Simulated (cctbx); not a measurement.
**Reading a Patterson map**

Space group P4/mbm (no. 127), a = 7.3340 Å, b = 7.3340 Å, c = 3.6040 Å, α = 90.00°, β = 90.00°, γ = 90.00°, content Tb4 Ru4 Sc2.

Simulated single-crystal data (cctbx): Cu Kα, λ = 1.54184 Å, to d = 0.83 Å, 80 % of the full sphere, strongest reflection 5000 counts, noise from counting, a 3 % proportional error and a noise floor of 2 counts (s.d.); no absorption, some extinction.

Patterson synthesis from sharpened amplitudes, origin scaled to 1000:

```text
Patterson group P 4/m m m
      u       v       w   height  length (A)
  0.000   0.000   0.000   1000.0     0.00
  0.145   0.500   0.000    262.9     3.82
  0.437   0.437   0.500    218.8     4.88
  0.067   0.291   0.500    217.4     2.84
  0.211   0.211   0.500    207.4     2.84
  0.282   0.500   0.000    152.5     4.21
  0.356   0.356   0.000    139.2     3.70
  0.228   0.228   0.000     95.0     2.37
  0.190   0.347   0.500     84.2     3.41
  0.128   0.375   0.000     66.9     2.90
  0.500   0.500   0.270     61.8     5.28
  0.500   0.500   0.000     46.3     5.19
  0.000   0.000   0.347     45.6     1.25
  0.251   0.500   0.500     43.7     4.48
```

**Question.** Which atom pairs make the peaks, and where is the heaviest atom?

A peak at u stands for all pairs with xi − xj = u, with weight Σ ZiZj against Σ Z² = 25526 at the origin. Peak heights follow these weights only roughly, since form factors, motion and series ripples differ, all vectors within 0.55 Å of a peak are counted as merged into it though the farther ones add only part of their weight, and F(000) is left out, which lowers the whole map:

| u | v | w | shortest length (Å) | height | 1000 ΣZiZj/ΣZ² | pairs in the cell |
| --- | --- | --- | --- | --- | --- | --- |
| 0.145 | 0.500 | 0.000 | 3.82 | 263 | 331 | 2 × Tb–Tb |
| 0.437 | 0.437 | 0.500 | 4.88 | 219 | 224 | 2 × Tb–Ru |
| 0.067 | 0.291 | 0.500 | 2.84 | 217 | 224 | 2 × Tb–Ru |
| 0.211 | 0.211 | 0.500 | 2.83 | 207 | 224 | 2 × Tb–Ru |
| 0.282 | 0.500 | 0.000 | 4.21 | 152 | 152 | 2 × Ru–Ru |
| 0.356 | 0.356 | 0.000 | 3.69 | 139 | 166 | 1 × Tb–Tb |
| 0.228 | 0.228 | 0.000 | 2.36 | 95 | 76 | 1 × Ru–Ru |
| 0.190 | 0.347 | 0.500 | 3.42 | 84 | 107 | 2 × Tb–Sc |
| 0.128 | 0.375 | 0.000 | 2.91 | 67 | 72 | 2 × Ru–Sc |
| 0.500 | 0.500 | 0.270 | 5.28 | 62 | 0 | none within 0.55 Å |

The table stops at ten peaks or at a height of 45, below which ripples compete. In the model behind the data Tb, the heaviest element, has 1 independent site: (0.6776, 0.8224, 1/2), up to an allowed shift of origin; the Tb–Tb vectors are differences of these positions and their symmetry mates. The whole model:

| atom | mult. | x | y | z | Ueq (Å²) |
| --- | --- | --- | --- | --- | --- |
| Tb1 | 4 | 0.6776 | 0.8224 | 1/2 | 0.0117 |
| Ru1 | 4 | 0.1142 | 0.3858 | 0 | 0.0110 |
| Sc1 | 2 | 0 | 0 | 0 | 0.0188 |

The model is made up (kin elements in a known structure type, no relaxation), so it says nothing on whether the phase exists.

[Logs are printed without paths, hosts, clocks, repeated set-up lines and the standing remarks that a program may print on its own settings, such as how far it seeks lower states.]
